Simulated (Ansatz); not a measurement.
## How Ga2O3 absorbs and reflects light: ground state and bands

Ansatz 0.2.0; DFT, PBE, plane-wave PAW, default files, scalar-relativistic, ground state.

First the ground state: is it a metal or has it a gap?

Input file input.yaml:

```yaml
crystal:
  lattice:
    - [6.107, -1.51855, 0.0]
    - [6.107, 1.51855, 0.0]
    - [-1.3859888959, 0.0, 5.630008738]
  atoms:
    - { symbol: Ga, position: [0.34134, 0.34134, 0.68598] }
    - { symbol: Ga, position: [0.65866, 0.65866, 0.31402] }
    - { symbol: Ga, position: [0.9095, 0.9095, 0.2054] }
    - { symbol: Ga, position: [0.0905, 0.0905, 0.7946] }
    - { symbol: O, position: [0.5041, 0.5041, 0.7434] }
    - { symbol: O, position: [0.4959, 0.4959, 0.2566] }
    - { symbol: O, position: [0.8267, 0.8267, 0.4368] }
    - { symbol: O, position: [0.1733, 0.1733, 0.5632] }
    - { symbol: O, position: [0.8355, 0.8355, 0.8902] }
    - { symbol: O, position: [0.1645, 0.1645, 0.1098] }
kpoints:
  mp_grid: { grid: [8, 8, 4] }
  band_path:
    path:
      - [[0.0, 0.5, 0.0], [0.0, 0.0, 0.0], [0.0, 0.0, -0.5]]
      - [[0.0, 0.5, -0.5], [0.0, 0.0, 0.0], [-0.5, -0.5, 0.5]]
      - [[-0.5, 0.0, 0.5], [0.0, 0.0, 0.0], [-0.5, -0.5, 0.0]]
      - [[-0.5, 0.0, 0.0], [0.0, 0.0, 0.0]]
    npoints: 8
scf:
  occupations: { method: fermi_dirac, width: 0.05 }
  n_extra_bands: 14
hamiltonian:
  xc: pbe
  pseudopotentials: { kind: paw }
output:
  forces: true
  stress: true
  populations: true
  write_bands: true
```

The run is started by

```console
$ ansatz run input.yaml --threads 4 --pin off --max-ram 8192MiB --backend cpu --events-out ev --progress --plain --runs-dir out
```

Q: Predict the electronic bands.

The 88 valence electrons fill 44 bands exactly, which allows a gap.

Numbers from this step:

```
gap on the k-mesh            : 2.437 eV
volume                       : 104.4 Å³
gap on the path              : 2.443 eV
least direct gap on the path : 2.455 eV
```

The electronic bands at the labelled points (eV, zero at the Fermi level; v1 is the highest filled band, c1 the lowest empty one):

```
    point     v4     v3     v2     v1    c1    c2    c3    c4
        X  -2.06  -2.02  -1.76  -1.43  4.40  5.26  5.97  6.24
  halfway  -2.34  -2.04  -1.83  -1.35  3.47  5.04  5.70  6.75
        Γ  -1.96  -1.78  -1.59  -1.32  1.13  4.44  5.47  5.50
  halfway  -1.94  -1.86  -1.77  -1.57  2.06  4.61  5.26  5.68
        Y  -1.95  -1.93  -1.79  -1.61  3.50  3.63  5.47  5.97
jump to L  -2.42  -2.35  -2.04  -1.95  5.65  5.69  6.58  6.77
  halfway  -2.32  -2.13  -1.73  -1.59  3.87  5.24  6.10  6.74
        Γ  -1.96  -1.78  -1.59  -1.32  1.13  4.44  5.47  5.50
  halfway  -1.99  -1.90  -1.82  -1.38  2.35  4.41  5.24  5.54
        Z  -1.93  -1.90  -1.89  -1.31  3.92  4.05  4.99  5.28
jump to N  -2.42  -2.35  -2.04  -1.95  5.65  5.69  6.58  6.77
  halfway  -2.32  -2.13  -1.73  -1.59  3.87  5.24  6.10  6.74
        Γ  -1.96  -1.78  -1.59  -1.32  1.13  4.44  5.47  5.50
  halfway  -1.98  -1.95  -1.88  -1.39  1.99  4.25  5.02  5.45
        M  -1.97  -1.97  -1.72  -1.46  3.30  3.55  4.58  5.32
jump to R  -2.06  -2.02  -1.76  -1.43  4.40  5.26  5.97  6.24
  halfway  -2.34  -2.04  -1.83  -1.35  3.47  5.04  5.70  6.75
        Γ  -1.96  -1.78  -1.59  -1.32  1.13  4.44  5.47  5.50
```

[Logs are printed without paths, hosts, clocks, repeated set-up lines and the standing remarks that a program may print on its own settings, such as how far it seeks lower states.]

[Hosts, paths, dates, database ids (printed as entryN), source tags and the programs' standing remarks are cut or masked in the printed files.]
